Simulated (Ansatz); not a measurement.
# WI2 (1T sheet): how robust is the cRPA U?

Aim: hold the target of a cRPA run on WI2 (1T sheet) and move one thing at a time.

Calculated with Ansatz 0.2.0; constrained RPA on PBEsol, plane waves, PAW.

This is a report of a sequence of runs, with most program output left out.

In doubt: RPA on norm-conserving files with a d shell is listed as unsure (step 7), so the values of those runs are not to be relied on.

### Step 1. The structure

The cell holds 3 atoms: 1 W and 2 I. Its edges and angles: a = 4.018 Å, b = 4.018 Å, c = 30.818 Å, α = 90.0°, β = 90.0°, γ = 120.0°. Vacuum lies along c.

The structure was relaxed with PBEsol. The structure was generated from a model, not taken from a measurement. The runs that relaxed it are not among those shown. The program's search for lower electronic states was switched off, so nothing shows that the state found is the lowest. Spin-orbit coupling is left out unless a step names it. The default PAW set here is soft_2. Its files were made with PBE. The Coulomb interaction is cut off across the vacuum.

### Step 2. Base: W t2g, bands v2 to c1, 6×6×1 mesh, medium accuracy

Constrained RPA screens the interaction with every transition except those inside the target bands, which a later many-body model would treat itself.

Contents of input.yaml:

```yaml
crystal:
  lattice:
    - [0.0, 2.84098039, 2.84098039]
    - [2.84098039, -2.84098039, 0.0]
    - [17.79295725, 17.79295725, -17.79295725]
  atoms:
    - { symbol: W, position: [0.0, 0.0, 0.3165189061] }
    - { symbol: I, position: [0.3333333333, 0.6666666667, 0.3639952152] }
    - { symbol: I, position: [0.6666666667, 0.3333333333, 0.269042597] }
  periodic: [true, true, false]
kpoints:
  mp_grid: { grid: [6, 6, 1] }
hamiltonian:
  xc: pbesol
scf:
  occupations: { method: gaussian, width: 0.08 }
  n_extra_bands: 19
  max_iter: 150
  lower_state_search: "off"
output:
  crpa:
    kmesh: [6, 6, 1]
    target_bands: [v2, c1]
    projections: [{ species: W, l: d, shell: 5, orbitals: [dxz, dyz, dxy] }]
  local_orbitals:
    kmesh: [12, 12, 1]
    orbitals: [{ species: W, l: d, shell: 5, orbitals: [dxz, dyz, dxy] }]
    window: { bands: [v2, c1] }
    seedname: lo
```

On the command line:

```bash
$ ansatz run input.yaml --threads 4 --pin off --max-ram 14745MiB --backend cpu --events-out ev --progress --plain --runs-dir out
```

Elapsed: 3.2 min, on 4 threads of Arm Neoverse V1, shared host; peak memory 2.5 GiB.

This step gave:

```
U                                                 : 2.488 eV
U prime (inter-orbital)                           : 1.996 eV
J                                                 : 0.2227 eV
bare V                                            : 9.398 eV
bare J                                            : 0.3365 eV
stated bound on U                                 : 0.009039 eV
U over bare V                                     : 0.2648
electrons in the window                           : 4.000
head of the constrained inverse dielectric matrix : 0.5985
least eigenvalue of the projection's overlap      : 0.6969
target functions                                  : 3
bands in the sums                                 : 50
r.m.s. miss of the model bands                    : 0.001173 eV
width of the target bands                         : 1.723 eV
weight of the projected orbitals in the window    : 0.8457
```

On the W t2g shell, screening brings the on-site interaction from 9.4 eV down to U = 2.49 eV.

### Step 3. Changed: 3×3×1 mesh

Edit input.yaml of step 2 so:

```diff
@@ -21,9 +21,4 @@
   crpa:
-    kmesh: [6, 6, 1]
+    kmesh: [3, 3, 1]
     target_bands: [v2, c1]
     projections: [{ species: W, l: d, shell: 5, orbitals: [dxz, dyz, dxy] }]
-  local_orbitals:
-    kmesh: [12, 12, 1]
-    orbitals: [{ species: W, l: d, shell: 5, orbitals: [dxz, dyz, dxy] }]
-    window: { bands: [v2, c1] }
-    seedname: lo
```

It took 60 s on 4 threads; peak memory 2.3 GiB; 3.7 min of CPU time.

This step gave:

| Quantity | Value |
| --- | --- |
| U | 2.575 eV |
| U prime (inter-orbital) | 2.056 eV |
| J | 0.2340 eV |
| bare V | 9.813 eV |
| bare J | 0.3507 eV |
| stated bound on U | 0.008338 eV |
| U over bare V | 0.2624 |
| electrons in the window | 4.000 |
| head of the constrained inverse dielectric matrix | 0.5572 |
| least eigenvalue of the projection's overlap | 0.7332 |
| target functions | 3 |
| bands in the sums | 50 |
| width of the target bands | 1.723 eV |
| weight of the projected orbitals in the window | 0.8457 |

On the W t2g shell, screening brings the on-site interaction from 9.8 eV down to U = 2.57 eV.

### Step 4. Changed: smooth pair densities

Edit input.yaml of step 3 so:

```diff
@@ -21,4 +21,5 @@
   crpa:
-    kmesh: [3, 3, 1]
+    kmesh: [6, 6, 1]
     target_bands: [v2, c1]
     projections: [{ species: W, l: d, shell: 5, orbitals: [dxz, dyz, dxy] }]
+    pair_densities: pseudo
```

The job ended after 2.8 min (4 threads; peak memory 2.4 GiB).

Numbers from this step:

| Item | Value |
| --- | --- |
| U | 2.498 eV |
| U prime (inter-orbital) | 1.994 eV |
| J | 0.2280 eV |
| bare V | 9.398 eV |
| bare J | 0.3365 eV |
| stated bound on U | 0.007878 eV |
| U over bare V | 0.2658 |
| electrons in the window | 4.000 |
| head of the constrained inverse dielectric matrix | 0.5987 |
| least eigenvalue of the projection's overlap | 0.6969 |
| target functions | 3 |
| bands in the sums | 50 |
| width of the target bands | 1.723 eV |
| weight of the projected orbitals in the window | 0.8457 |

On the W t2g shell, screening brings the on-site interaction from 9.4 eV down to U = 2.50 eV.

### Step 5. Changed: accuracy high

Edit input.yaml of step 4 so:

```diff
@@ -24,2 +24,2 @@
     projections: [{ species: W, l: d, shell: 5, orbitals: [dxz, dyz, dxy] }]
-    pair_densities: pseudo
+    accuracy: high
```

Wall time 5 min (4 threads); peak memory 2.6 GiB.

Numbers from this step:

```
U                                                 : 2.489 eV
U prime (inter-orbital)                           : 1.997 eV
J                                                 : 0.2228 eV
bare V                                            : 9.398 eV
bare J                                            : 0.3365 eV
stated bound on U                                 : 4.26e-4 eV
U over bare V                                     : 0.2649
electrons in the window                           : 4.000
head of the constrained inverse dielectric matrix : 0.5986
least eigenvalue of the projection's overlap      : 0.6969
target functions                                  : 3
bands in the sums                                 : 50
width of the target bands                         : 1.723 eV
weight of the projected orbitals in the window    : 0.8457
```

On the W t2g shell, screening brings the on-site interaction from 9.4 eV down to U = 2.49 eV.

### Step 6. Changed: one k-point

Edit input.yaml of step 5 so:

```diff
@@ -21,5 +21,4 @@
   crpa:
-    kmesh: [6, 6, 1]
+    kmesh: [1, 1, 1]
     target_bands: [v2, c1]
     projections: [{ species: W, l: d, shell: 5, orbitals: [dxz, dyz, dxy] }]
-    accuracy: high
```

Run time: 24 s. Hardware: 4 threads; peak memory 1.6 GiB.

The run ended normally, though the input holds a fault or crude settings.

The fault put into this input: one k-point. It printed U = 2.28 eV, which is no property of the model meant.

### Step 7. Changed: potentials

This step: constrained RPA on PBEsol, plane waves, norm-conserving pseudopotentials.

Edit input.yaml of step 6 so:

```diff
@@ -14,2 +14,3 @@
   xc: pbesol
+  pseudopotentials: { kind: nc }
 scf:
@@ -21,3 +22,3 @@
   crpa:
-    kmesh: [1, 1, 1]
+    kmesh: [6, 6, 1]
     target_bands: [v2, c1]
```

The job ended after 7.6 min (4 threads; peak memory 6.9 GiB; 29 min of CPU time).

Numbers from this step:

| Property | Result |
| --- | --- |
| U | 2.478 eV |
| U prime (inter-orbital) | 1.987 eV |
| J | 0.2222 eV |
| bare V | 9.397 eV |
| bare J | 0.3365 eV |
| stated bound on U | 0.007724 eV |
| U over bare V | 0.2637 |
| electrons in the window | 4.000 |
| head of the constrained inverse dielectric matrix | 0.5977 |
| least eigenvalue of the projection's overlap | 0.7000 |
| target functions | 3 |
| bands in the sums | 30 |
| width of the target bands | 1.725 eV |
| weight of the projected orbitals in the window | 0.8479 |

On the W t2g shell, screening brings the on-site interaction from 9.4 eV down to U = 2.48 eV.

### Step 8. Changed: potentials

This step: constrained RPA on PBEsol, plane waves, PAW.

Edit input.yaml of step 7 so:

```diff
@@ -14,3 +14,3 @@
   xc: pbesol
-  pseudopotentials: { kind: nc }
+  pseudopotentials: { kind: paw, source: ansatz }
 scf:
```

The job ended after 11 min (4 threads; peak memory 5.7 GiB).

Numbers from this step:

```
U                                                 : 2.485 eV
U prime (inter-orbital)                           : 1.993 eV
J                                                 : 0.2224 eV
bare V                                            : 9.397 eV
bare J                                            : 0.3364 eV
stated bound on U                                 : 0.006902 eV
U over bare V                                     : 0.2645
electrons in the window                           : 4.000
head of the constrained inverse dielectric matrix : 0.5991
least eigenvalue of the projection's overlap      : 0.7003
target functions                                  : 3
bands in the sums                                 : 64
width of the target bands                         : 1.723 eV
weight of the projected orbitals in the window    : 0.8475
```

On the W t2g shell, screening brings the on-site interaction from 9.4 eV down to U = 2.49 eV.

### Step 9. Side by side

Times are wall times on 4 threads of Arm Neoverse V1, shared host, good to a factor of about two.

| run | bare V (eV) | U (eV) | J (eV) | bound on U (eV) | width (eV) | time |
| --- | --- | --- | --- | --- | --- | --- |
| target window | 9.40 | 2.488 | 0.223 | 0.0090 | 1.72 | 3.2 min |
| 3×3×1 mesh | 9.81 | 2.575 | 0.234 | 0.0083 | 1.72 | 60 s |
| smooth pair densities | 9.40 | 2.498 | 0.228 | 0.0079 | 1.72 | 2.8 min |
| accuracy high | 9.40 | 2.489 | 0.223 | 0.0004 | 1.72 | 5 min |
| potentials | 9.40 | 2.478 | 0.222 | 0.0077 | 1.73 | 7.6 min |
| potentials | 9.40 | 2.485 | 0.222 | 0.0069 | 1.72 | 11 min |

### Step 10. Results

* target window: U 2.49 eV, J 0.22 eV
* 3×3×1 mesh: U 2.57 eV, J 0.23 eV
* smooth pair densities: U 2.50 eV, J 0.23 eV
* accuracy high: U 2.49 eV, J 0.22 eV
* potentials: U 2.48 eV, J 0.22 eV
* potentials: U 2.49 eV, J 0.22 eV

**Reading.** 3×3×1 mesh moves U by +0.09 eV at 0.31 times the time. Smooth pair densities moves U by +0.01 eV (within the solver's bounds, for the mean over orbitals). Accuracy high moves U by +0.001 eV (within the solver's bounds, for the mean over orbitals). Potentials moves U by −0.01 eV (within the solver's bounds, for the mean over orbitals) at 2.4 times the time. Potentials moves U by −0.003 eV (within the solver's bounds, for the mean over orbitals) at 3.5 times the time. The printed bound covers the solver alone, not the mesh, and no denser mesh than the base was run. The parent state is non-magnetic and the interaction static (zero frequency); U depends on the window and the orbitals, so it belongs to this model alone. Spin-orbit coupling, which is strong for atoms this heavy, is left out.

[Paths, hosts, dates, memory and timing lines, banners, echoed tables and standing remarks are left out of the program output.]

[Logs are printed without paths, hosts, clocks, repeated set-up lines and the standing remarks that a program may print on its own settings, such as how far it seeks lower states.]

[Runs of the session that timed out or met a known fault of the program may be left out.]

[Hosts, paths, dates, database ids (printed as entryN), source tags and the programs' standing remarks are cut or masked in the printed files.]
